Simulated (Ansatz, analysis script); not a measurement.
# LaSi2Ru3: how near to magnetism

Aim: the energy of LaSi2Ru3 as its total moment is fixed at a series of values, and its answer to a field.

Method: PBEsol, PAW set soft_1 (files made for PBE), in Ansatz 0.2.0.

**1. Starting point**

Symmetry: P6_3/m, No. 176, hexagonal system. Conventional cell: a = 5.676 Å, b = 5.676 Å, c = 7.120 Å, α = 90.00°, β = 90.00°, γ = 120.00°. La has 6 Si at 3.28 Å and 12 Ru at 3.28 to 3.42 Å and 2 La at 3.56 Å nearest. Nearest to Si lie 6 Ru at 2.39 to 2.45 Å and 3 La at 3.28 Å and 3 Si at 3.28 Å. Ru has 4 Si at 2.39 to 2.45 Å and 4 Ru at 2.76 to 2.93 Å and 4 La at 3.28 to 3.42 Å nearest. Farther neighbours are not listed.

The cell of this run holds 12 atoms, 6 of them with a starting moment; values «a cell» refer to the cell of the run in question.

**2. The collinear state**

The work starts on two spin channels, which tell the size of the moments.

input.yaml

```yaml
crystal:
  lattice:
    - [5.676, 0.0, 0.0]
    - [-2.838, 4.9155601919, 0.0]
    - [0.0, 0.0, 7.12]
  atoms:
    - { symbol: La, position: [0.0, 0.0, 0.0] }
    - { symbol: La, position: [0.0, 0.0, 0.5] }
    - { symbol: Si, position: [0.3333333333, 0.6666666667, 0.0] }
    - { symbol: Si, position: [0.6666666667, 0.3333333333, 0.5] }
    - { symbol: Si, position: [0.6666666667, 0.3333333333, 0.0] }
    - { symbol: Si, position: [0.3333333333, 0.6666666667, 0.5] }
    - { symbol: Ru, position: [0.48, 0.99, 0.25], spin: 1.5 }
    - { symbol: Ru, position: [0.49, 0.48, 0.75], spin: 1.5 }
    - { symbol: Ru, position: [0.01, 0.49, 0.25], spin: 1.5 }
    - { symbol: Ru, position: [0.52, 0.01, 0.75], spin: 1.5 }
    - { symbol: Ru, position: [0.51, 0.52, 0.25], spin: 1.5 }
    - { symbol: Ru, position: [0.99, 0.51, 0.75], spin: 1.5 }
magnetization:
  spin_polarized: true
kpoints:
  mp_grid: { grid: [8, 8, 6] }
hamiltonian:
  xc: pbesol
  pseudopotentials: { kind: paw, azcp: { folder: soft_1 }, xc_functional: pbe }
scf:
  occupations: { method: fermi_dirac, width: 0.05 }
  max_iter: 120
  convergence: { dr2_threshold: 1.0e-08 }
  lower_state_search: "off"
output:
  write_density: true
  write_potential: true
  elf: true
  volumetric_format: npy
```

Command:

```
> ansatz run input.yaml --threads 2 --pin off --max-ram 5120MiB --backend cpu --events-out ev --progress --plain --runs-dir out
```

Numbers of over 12 decimals in the logs are rounded to 6 here.

What it wrote:

```text
Engine: ansatz 0.2.0, aarch64-unknown-linux-gnu
Pseudopotentials: kind: paw
Pseudopotential: La, paw, valence charge 11, recommended cutoff 420 eV (normal), soft_1/La.paw.azcp
Pseudopotential: Si, paw, valence charge 4, recommended cutoff 420 eV (normal), soft_1/Si.paw.azcp
Pseudopotential: Ru, paw, valence charge 16, recommended cutoff 420 eV (normal), soft_1/Ru.paw.azcp
Functional definition: PBEsol
  exchange = pbesol_x
  correlation = pbesol_c
Crystal: 12 atoms, lattice volume = 198.653 Å³
Basis set: ecut = 420 eV, 3899 PW (Γ)
Bands: 86, of which v1, the nominal top of the filled ones, is band 67 counted from 1 (66 counted from 0)
Symmetry: 12 space group operations
Space group: P63/m (ITA 176), of the structure as read, at distance tolerance 5.8e-5 Å
Magnetic group: BNS 176.143 (UNI 1373), of the structure as read, at distance tolerance 5.8e-5 Å
k-points: 48 of 384
Non-local potential: La, projectors of the file, l = 0: 3, l = 1: 2, l = 2: 2, l = 3: 3
Non-local potential: Si, projectors of the file, l = 0: 2, l = 1: 2, l = 2: 1
Non-local potential: Ru, projectors of the file, l = 0: 3, l = 1: 2, l = 2: 2, l = 3: 1
PAW form: soft (Blöchl's): semilocal exchange-correlation on the pseudo side does not see the compensation charge
PAW frozen core: La, regenerated for the run's functional, and the local potential with it (the file was generated under x = pbe(κ = 0.804, μ = 0.219515), c = pbe(β = 0.066725))
PAW frozen core: Si, regenerated for the run's functional, and the local potential with it (the file was generated under x = pbe(κ = 0.804, μ = 0.219515), c = pbe(β = 0.066725))
PAW frozen core: Ru, regenerated for the run's functional, and the local potential with it (the file was generated under x = pbe(κ = 0.804, μ = 0.219515), c = pbe(β = 0.066725))
PAW one-centre angular grid: La, 590 points (default); XC on 64 Gauss nodes
PAW one-centre angular grid: Si, 110 points (default); XC on 64 Gauss nodes
PAW one-centre angular grid: Ru, 590 points (default); XC on 64 Gauss nodes
Initial density: superposition of atomic densities (chi_scale 0.1, normalization cell, long waves kept (reshape's long-wave potential 0.00 eV rms))
Starting moments: Σ|m| = 9 μB on 6 of 12 sites
Initial wavefunctions: pseudopotential atomic-orbital guess
Functional: x = pbesol(κ = 0.804, μ = 0.123457), c = pbesol(β = 0.046)
SCF iter   1: F=—  HF=-49732.762427 eV  |F-HF|=—  |Δ(HF+E_count)|=         —  Δρ=1.49e-1 (↑1.49e-1 ↓8.76e-2)  dr2=2.23e2  dr2_m=3.58e0  M=3.363 μB ∫|m|=4.332 μB  β_m=0.30  ethr=3.10e-3  ⟨swp⟩=6.1  Hψ=29662  notcnv=0
preconditioner: auto → Kerker (q_TF=auto, 2.555 Å⁻¹)  [metal: Δε(μ)=0.001 eV  Ē_g=6.289 eV  σ=0.050 eV  W_gap=0.01  n_scr=52 (ndim 8)  ℏωp=23.9 eV  f_vac=0.000  D(μ)=17.65/eV (n_scr^D=224)]
spin=Collinear: Kerker preconditioning applied to the charge; magnetization (m = ρ↑ − ρ↓) channel mixes plain (no charge-response kernel on spin).
SCF iter   2: F=—  HF=-49716.223457 eV  |F-HF|=—  |Δ(HF+E_count)|=    1.65e1  Δρ=4.82e-2 (↑4.82e-2 ↓3.39e-2)  dr2=4.13e0  dr2_m=2.07e0  M=2.674 μB ∫|m|=3.413 μB  β_m=0.30  ethr=3.10e-3  ⟨swp⟩=9.4  Hψ=28566  notcnv=0  defer=35
SCF iter   3: F=—  HF=-49715.802543 eV  |F-HF|=—  |Δ(HF+E_count)|=   4.21e-1  Δρ=3.24e-2 (↑3.24e-2 ↓2.97e-2)  dr2=1.61e0  dr2_m=1.29e0  M=2.207 μB ∫|m|=2.904 μB  β_m=0.30  ethr=3.08e-3  ⟨swp⟩=2.6  Hψ=10949  notcnv=0  defer=762
SCF iter   4: F=—  HF=-49715.525075 eV  |F-HF|=—  |Δ(HF+E_count)|=   2.77e-1  Δρ=2.41e-2 (↑1.95e-2 ↓2.41e-2)  dr2=3.33e-1  dr2_m=8.04e-1  M=1.853 μB ∫|m|=2.506 μB  β_m=0.30  ethr=1.20e-3  ⟨swp⟩=4.1  Hψ=13798  notcnv=0  defer=860
SCF iter   5: F=—  HF=-49715.566907 eV  |F-HF|=—  |Δ(HF+E_count)|=   4.18e-2  Δρ=1.75e-2 (↑1.75e-2 ↓1.51e-2)  dr2=6.59e-2  dr2_m=4.73e-1  M=1.679 μB ∫|m|=2.283 μB  β_m=0.30  ethr=2.48e-4  ⟨swp⟩=7.8  Hψ=18580  notcnv=0  defer=931
SCF iter   6: F=—  HF=-49715.630043 eV  |F-HF|=—  |Δ(HF+E_count)|=   6.31e-2  Δρ=1.32e-2 (↑1.32e-2 ↓1.30e-2)  dr2=1.58e-2  dr2_m=3.09e-1  M=1.444 μB ∫|m|=1.993 μB  β_m=0.30  ethr=4.92e-5  ⟨swp⟩=4.1  Hψ=11760  notcnv=0  defer=921
SCF iter   7: F=—  HF=-49715.675307 eV  |F-HF|=—  |Δ(HF+E_count)|=   4.53e-2  Δρ=1.06e-2 (↑1.06e-2 ↓1.05e-2)  dr2=9.63e-4  dr2_m=2.03e-1  M=1.257 μB ∫|m|=1.752 μB  β_m=0.30  ethr=1.18e-5  ⟨swp⟩=4.4  Hψ=13740  notcnv=0  defer=917
Mixer restart at iter 7: flushing history
spin-set hold released at iteration 7 (site moments contracting): the magnetisation degrees of freedom join the quasi-Newton model from the next iteration; the mixer history was flushed
SCF iter   8: F=—  HF=-49715.707258 eV  |F-HF|=—  |Δ(HF+E_count)|=   3.20e-2  Δρ=8.70e-3 (↑8.64e-3 ↓8.70e-3)  dr2=8.43e-4  dr2_m=1.37e-1  M=1.096 μB ∫|m|=1.543 μB  β_m=0.49  ethr=7.19e-7  ⟨swp⟩=2.3  Hψ=11525  notcnv=0  defer=909
SCF iter   9: F=—  HF=-49715.776253 eV  |F-HF|=—  |Δ(HF+E_count)|=   6.90e-2  Δρ=3.11e-3 (↑3.11e-3 ↓2.67e-3)  dr2=8.02e-4  dr2_m=1.52e-2  M=0.510 μB ∫|m|=0.743 μB  β_m=0.82  ethr=6.29e-7  ⟨swp⟩=3.7  Hψ=19068  notcnv=0  defer=908
SCF iter  10: F=—  HF=-49715.790426 eV  |F-HF|=—  |Δ(HF+E_count)|=   1.42e-2  Δρ=1.26e-3 (↑6.47e-4 ↓1.26e-3)  dr2=2.39e-3  dr2_m=1.48e-3  M=0.181 μB ∫|m|=0.269 μB  β_m=0.91  ethr=5.98e-7  ⟨swp⟩=3.3  Hψ=16914  notcnv=0  defer=903
SCF iter  11: F=—  HF=-49715.792218 eV  |F-HF|=—  |Δ(HF+E_count)|=   1.79e-3  Δρ=5.95e-4 (↑5.95e-4 ↓2.53e-4)  dr2=9.22e-4  dr2_m=2.52e-4  M=0.074 μB ∫|m|=0.106 μB  β_m=0.93  ethr=5.98e-7  ⟨swp⟩=2.9  Hψ=15444  notcnv=0  defer=897
SCF iter  12: F=—  HF=-49715.792472 eV  |F-HF|=—  |Δ(HF+E_count)|=   2.54e-4  Δρ=8.46e-5 (↑8.46e-5 ↓6.02e-5)  dr2=2.36e-5  dr2_m=6.41e-6  M=0.008 μB ∫|m|=0.011 μB  β_m=0.96  ethr=5.98e-7  ⟨swp⟩=2.0  Hψ=13426  notcnv=0  defer=897
SCF iter  13: F=—  HF=-49715.792483 eV  |F-HF|=—  |Δ(HF+E_count)|=   1.07e-5  Δρ=1.28e-5 (↑7.09e-6 ↓1.28e-5)  dr2=1.89e-7  dr2_m=1.36e-7  M=0.000 μB ∫|m|=0.001 μB  β_m=0.98  ethr=1.76e-8  ⟨swp⟩=2.1  Hψ=13500  notcnv=0  defer=897
SCF iter  14: F=—  HF=-49715.792718 eV  |F-HF|=—  |Δ(HF+E_count)|=   2.35e-4  Δρ=2.14e-6 (↑2.14e-6 ↓1.03e-6)  dr2=6.75e-9  dr2_m=2.80e-9  M=-0.000 μB ∫|m|=0.000 μB  β_m=0.99  ethr=7.46e-12  ⟨swp⟩=12.3  Hψ=48152  notcnv=0
SCF iter  15: F=-49715.792718 eV  HF=-49715.792718 eV  |F-HF|=1.46e-11  |Δ(HF+E_count)|=   2.71e-9  Δρ=3.21e-7 (↑2.77e-7 ↓3.21e-7)  dr2=3.53e-10  dr2_m=6.22e-11  M=0.000 μB ∫|m|=0.000 μB  ethr=5.04e-12  ⟨swp⟩=1.4  Hψ=20593  notcnv=0
WARN: the starting moments were not kept: the SCF closed with an absolute magnetisation of 2.6e-5 μB, where they sum to 9 μB in size (6 sites). That is at most 0.1 of that sum. Measured as dr2_m measures the in/out step, that magnetisation stands 2.2e-11 eV from none, at or under the dr2_threshold of 1.0e-8 eV: it is no larger than a step whose dr2_m would equal this threshold. The system may hold no moment; this SCF [...]
SCF 1 converged in 15 iterations: F = -49715.792718 eV  dr2 = 3.53e-10
  greatest PAW one-centre occupation: 1.000 electrons in one spin orbital (limit 2), on the Ru atom at site 11 (counted from 0), in its partial waves of l = 0
SCF converged after 15 iterations
Magnetization: 0.0000 μB (67.0000 up, 67.0000 down)
Absolute magnetization: 0.0000 μB (∫|ρ↑−ρ↓|, with the PAW one-centre terms)
Spin contamination: 0.0000 ħ² per cell (⟨S²⟩ above its minimum at these occupations)
Per-site moments (μB) at R_I (Å): [(1.6078822400647722e-6, 1.351779), (1.6078822400664602e-6, 1.351779), (5.948737395769603e-8, 0.984980), (5.9487373852545357e-8, 0.984980), (5.9487373855886796e-8, 0.984980), (5.948737395649176e-8, 0.984980), (-1.655997222265041e-6, 0.984980), (-1.6559972222639986e-6, 0.984980), (-1.6559972222608152e-6, 0.984980), (-1.6559972222169198e-6, 0.984980), (-1.6559972222542301e-6, 0.984980), (-1.6559972222900594e-6, 0.984980)]
Free energy (F): -49715.792718 eV
Harris-Foulkes:  -49715.792718 eV  (|F-HF|=1.46e-11)
Internal energy: -49715.711748 eV  (E = F + TS)
E sigma→0 (E₀):  -49715.752233 eV
Entropy (-TS):   -0.080971 eV (-6.748 meV/atom)
Fermi energy:    16.044569 eV
--- Per-component energies (eV) ---
  E_band       = -756.729816
  E_kinetic    = 3321.087322
  E_local      = -11849.871841  (includes V_loc(G=0)·N_el)
  E_nonlocal   = 2772.436783
  E_hartree    = 4334.730289
  E_xc         = -1530.901713
  E_vxc        = -1779.367571  (∫ρ·V_xc dr)
  E_paw        = -33298.308823  (= ΣΔE_a)
  E_vpaw       = -1890.478566  (= ΣTr[D̂ρ^β])
  E_aug_tail   = 0.004035  (compensation charges beyond the density's cutoff)
  E_ewald      = -13466.871894
  E_core_change = 1.984095  (= ΣΔE_core)
  E_smearing   = -0.080971  (= −TS)
  E_closure    = 0.000000  (closes the sum)
  Σ components = -49715.792718   (vs F -49715.792718, Δ=0.00e0)
--- Band table (eV; the first three rows and the last of 96) ---
  k-point 0 ↑: bands = [... 63 lower, 15.6190, 15.9445, 15.9445, 15.9886, 15.9886, 16.1225, 16.4301, 16.4301, ... 15 higher]
  k-point 1 ↑: bands = [... 63 lower, 15.6424, 16.0341, 16.0341, 16.0768, 16.2327, 16.2327, 16.5263, 16.5668, ... 15 higher]
  k-point 2 ↑: bands = [... 63 lower, 15.6856, 15.9614, 16.1065, 16.2681, 16.2681, 16.5388, 16.5388, 17.0685, ... 15 higher]
  k-point 47 ↓: bands = [... 63 lower, 15.1848, 15.4787, 15.4787, 16.4459, 16.4459, 17.5015, 17.5015, 17.9083, ... 15 higher]
```

It took 1.9 min on 2 threads of Arm Neoverse V1, shared host; peak memory 1.2 GiB; 3.6 min of CPU time.

The column dr2 measures how far the density is from self-consistency, as an energy; F and HF (Harris–Foulkes) agree once it is small.

The spin moment in the atom's sphere vanishes on all atoms.

Tables count atoms from 1; parts of the log count from 0.

The run ends non-magnetic, with a net moment of 0 μB a cell. The run left the order that was typed.

Valence density in the ac plane at fractional y = 0.000, with atoms of La and Ru within 0.2 Å of it. It is the smooth field of the valence electrons, not physical close to the nuclei.

Ten steps, logarithmic in the rise over the least value, from '0' (0 e/Å³) to '9' (11 e/Å³), each cell a mean:
```
6553101111101455
5542112232211345
4321123565321134
1100126888631011
0000137999731000
0000136899631000
3210124677421123
5431112343211245
5542111222111355
6553101111101456
6553111111101455
5542112332111345
4321124664211134
1101247887421011
0001258998521000
0001248998521000
3211136776311122
5431123443211245
5542111221101355
6553101111101456
```
Columns run along a (5.7 Å), rows up along c (7.1 Å). Atoms in or near the plane, at fractional coordinates: La at (0.00, 0.00), La at (0.00, 0.50), Ru at (0.48, 0.25), Ru at (0.52, 0.75).

ELF in the ac plane at fractional y = 0.000, with atoms of La and Ru within 0.2 Å of it. It is the smooth field of the valence electrons, not physical close to the nuclei.

Ten even steps from '0' (0.03) to '9' (0.80), each cell a mean:
```
2795023333312894
9983122222321699
8741233444332268
2112335777533112
0013336767633200
0012336767633200
6421234566432235
9962122333321489
5894123223312797
0596113443312892
2795123333212894
9983122222211599
8742234444321258
2112346776432112
0013357667533200
0013347777533100
6522335665332135
9972233332221489
5894123223211797
0596123443212892
```
Columns run along a (5.7 Å), rows up along c (7.1 Å). Atoms in or near the plane, at fractional coordinates: La at (0.00, 0.00), La at (0.00, 0.50), Ru at (0.48, 0.25), Ru at (0.52, 0.75).

**3. The non-magnetic reference**

The state without spin is the zero of E(M).

input.yaml

```yaml
crystal:
  lattice:
    - [5.676, 0.0, 0.0]
    - [-2.838, 4.9155601919, 0.0]
    - [0.0, 0.0, 7.12]
  atoms:
    - { symbol: La, position: [0.0, 0.0, 0.0] }
    - { symbol: La, position: [0.0, 0.0, 0.5] }
    - { symbol: Si, position: [0.3333333333, 0.6666666667, 0.0] }
    - { symbol: Si, position: [0.6666666667, 0.3333333333, 0.5] }
    - { symbol: Si, position: [0.6666666667, 0.3333333333, 0.0] }
    - { symbol: Si, position: [0.3333333333, 0.6666666667, 0.5] }
    - { symbol: Ru, position: [0.48, 0.99, 0.25] }
    - { symbol: Ru, position: [0.49, 0.48, 0.75] }
    - { symbol: Ru, position: [0.01, 0.49, 0.25] }
    - { symbol: Ru, position: [0.52, 0.01, 0.75] }
    - { symbol: Ru, position: [0.51, 0.52, 0.25] }
    - { symbol: Ru, position: [0.99, 0.51, 0.75] }
kpoints:
  mp_grid: { grid: [8, 8, 6] }
hamiltonian:
  xc: pbesol
  pseudopotentials: { kind: paw, azcp: { folder: soft_1 }, xc_functional: pbe }
scf:
  occupations: { method: fermi_dirac, width: 0.05 }
  max_iter: 120
  convergence: { dr2_threshold: 1.0e-08 }
basis:
  ecutwfc: 420.0
```

What it wrote:

```text
[...]
Crystal: 12 atoms, lattice volume = 198.653 Å³
Basis set: ecut = 420 eV, 3899 PW (Γ)
Bands: 79, of which v1, the nominal top of the filled ones, is band 67 counted from 1 (66 counted from 0)
Symmetry: 12 space group operations
[...]
k-points: 48 of 384
[...]
SCF iter   1: F=—  HF=-49741.577730 eV  |F-HF|=—  |Δ(HF+E_count)|=         —  Δρ=3.84e-1  dr2=6.34e2  ethr=3.10e-3  ⟨swp⟩=6.2  Hψ=13455  notcnv=0
[...]
SCF iter  12: F=-49715.792718 eV  HF=-49715.792718 eV  |F-HF|=2.85e-9  |Δ(HF+E_count)|=   3.43e-8  Δρ=9.37e-7  dr2=3.59e-9  ethr=7.46e-12  ⟨swp⟩=16.8  Hψ=22527  notcnv=0
SCF 1 converged in 12 iterations: F = -49715.792718 eV  dr2 = 3.59e-9
[...]
SCF converged after 12 iterations
Free energy (F): -49715.792718 eV
[...]
Internal energy: -49715.711748 eV  (E = F + TS)
E sigma→0 (E₀):  -49715.752233 eV
Entropy (-TS):   -0.080970 eV (-6.748 meV/atom)
Fermi energy:    16.044563 eV
[...]
```

Run time: 45 s. Hardware: 2 threads; peak memory 0.84 GiB; 89 s of CPU time.

**4. Without spin, levels printed**

Edit input.yaml of step 3 so:

```diff
@@ -29 +29,3 @@
   ecutwfc: 420.0
+output:
+  eigenvalues: true
```

What it wrote:

```text
[...]
Crystal: 12 atoms, lattice volume = 198.653 Å³
Basis set: ecut = 420 eV, 3899 PW (Γ)
Bands: 81, of which v1, the nominal top of the filled ones, is band 67 counted from 1 (66 counted from 0)
Symmetry: 12 space group operations
[...]
k-points: 48 of 384
[...]
--- Band table (eV; the first three rows and the last of 48) ---
  k-point 0: bands = [... 63 lower, 15.6190, 15.9445, 15.9445, 15.9886, 15.9886, 16.1225, 16.4301, 16.4301, ... 10 higher]
  k-point 1: bands = [... 63 lower, 15.6424, 16.0341, 16.0341, 16.0768, 16.2327, 16.2327, 16.5263, 16.5668, ... 10 higher]
  k-point 2: bands = [... 63 lower, 15.6856, 15.9614, 16.1065, 16.2681, 16.2681, 16.5388, 16.5388, 17.0685, ... 10 higher]
  k-point 47: bands = [... 63 lower, 15.1848, 15.4787, 15.4787, 16.4459, 16.4459, 17.5015, 17.5015, 17.9083, ... 10 higher]
[key lines of the parts left out:]
SCF converged after 12 iterations
Free energy (F): -49715.792718 eV
Fermi energy:    16.044571 eV
```

Run time: 44 s. Hardware: 2 threads; peak memory 0.85 GiB.

**5. Total moment fixed at 1 μB**

Two Fermi levels, one a spin, hold the total moment exactly, which reaches states that a free run would leave.

input.yaml

```yaml
crystal:
  lattice:
    - [5.676, 0.0, 0.0]
    - [-2.838, 4.9155601919, 0.0]
    - [0.0, 0.0, 7.12]
  atoms:
    - { symbol: La, position: [0.0, 0.0, 0.0] }
    - { symbol: La, position: [0.0, 0.0, 0.5] }
    - { symbol: Si, position: [0.3333333333, 0.6666666667, 0.0] }
    - { symbol: Si, position: [0.6666666667, 0.3333333333, 0.5] }
    - { symbol: Si, position: [0.6666666667, 0.3333333333, 0.0] }
    - { symbol: Si, position: [0.3333333333, 0.6666666667, 0.5] }
    - { symbol: Ru, position: [0.48, 0.99, 0.25], spin: 0.1665 }
    - { symbol: Ru, position: [0.49, 0.48, 0.75], spin: 0.1667 }
    - { symbol: Ru, position: [0.01, 0.49, 0.25], spin: 0.1667 }
    - { symbol: Ru, position: [0.52, 0.01, 0.75], spin: 0.1667 }
    - { symbol: Ru, position: [0.51, 0.52, 0.25], spin: 0.1667 }
    - { symbol: Ru, position: [0.99, 0.51, 0.75], spin: 0.1667 }
magnetization:
  spin_polarized: true
  initial_magnetization: 1.0
  spin_locking: { lock_magnetization: hard }
kpoints:
  mp_grid: { grid: [8, 8, 6] }
hamiltonian:
  xc: pbesol
  pseudopotentials: { kind: paw, azcp: { folder: soft_1 }, xc_functional: pbe }
scf:
  occupations: { method: fermi_dirac, width: 0.05 }
  max_iter: 120
  convergence: { dr2_threshold: 1.0e-08 }
  lower_state_search: "off"
basis:
  ecutwfc: 420.0
```

What it wrote:

```text
[...]
Crystal: 12 atoms, lattice volume = 198.653 Å³
Basis set: ecut = 420 eV, 3899 PW (Γ)
Bands: 81, of which v1, the nominal top of the filled ones, is band 67 counted from 1 (66 counted from 0)
Symmetry: 2 space group operations
[...]
k-points: 136 of 384 (time reversal used)
[...]
Starting moments: Σ|m| = 1 μB on 6 of 12 sites
[...]
SCF iter   1: F=—  HF=-49733.825128 eV  |F-HF|=—  |Δ(HF+E_count)|=         —  Δρ=1.18e-1 (↑1.18e-1 ↓1.09e-1)  dr2=2.23e2  dr2_m=5.09e-2  M=1.000 μB ∫|m|=1.010 μB  β_m=0.30  ethr=3.10e-3  ⟨swp⟩=6.4  Hψ=79975  notcnv=0
[...]
SCF iter  14: F=-49715.766122 eV  HF=-49715.766122 eV  |F-HF|=5.82e-10  |Δ(HF+E_count)|=  4.29e-10  Δρ=3.88e-7 (↑3.88e-7 ↓1.96e-7)  dr2=7.54e-10  dr2_m=5.66e-11  M=1.000 μB ∫|m|=1.009 μB  ethr=5.43e-12  ⟨swp⟩=1.0  Hψ=52216  notcnv=0
SCF 1 converged in 14 iterations: F = -49715.766122 eV  dr2 = 7.54e-10
[...]
SCF converged after 14 iterations
Stability checked in part: among states of this total moment the steps that led to this state did not find it unstable. No probe was made; neither looks for a lower state of another moment (fixed_total_moment; see scf.lower_state_search)
Magnetization: 1.0000 μB (67.5000 up, 66.5000 down)
Absolute magnetization: 1.0088 μB (∫|ρ↑−ρ↓|, with the PAW one-centre terms)
[...]
Per-site moments (μB) at R_I (Å): [(0.00698323, 1.351779), (0.00698323, 1.351779), (0.00404743, 0.984980), (0.00404743, 0.984980), (0.00404743, 0.984980), (0.00404743, 0.984980), (0.126470, 0.984980), (0.126469, 0.984980), (0.126470, 0.984980), (0.126470, 0.984980), (0.126469, 0.984980), (0.126469, 0.984980)]
Free energy (F): -49715.766122 eV
[...]
Internal energy: -49715.684507 eV  (E = F + TS)
E sigma→0 (E₀):  -49715.725315 eV
Entropy (-TS):   -0.081615 eV (-6.801 meV/atom)
Fermi energy:    16.055077 (↑ 16.109189, ↓ 16.000965) eV
[...]
```

Run time: 6.7 min. Hardware: 2 threads; peak memory 2.6 GiB.

The energy is 26.6 meV from the state without spin, and the largest site carries 0.126 μB.

(Continued in part 2 of 2.)

[Logs and program files are shortened in this print: banners, set-up blocks, solver, clock and traceback lines can be left out without a mark of their own.]

[Logs are printed without paths, hosts, clocks, repeated set-up lines and the standing remarks that a program may print on its own settings, such as how far it seeks lower states.]

[Hosts, paths, dates, database ids (printed as entryN), source tags and the programs' standing remarks are cut or masked in the printed files.]
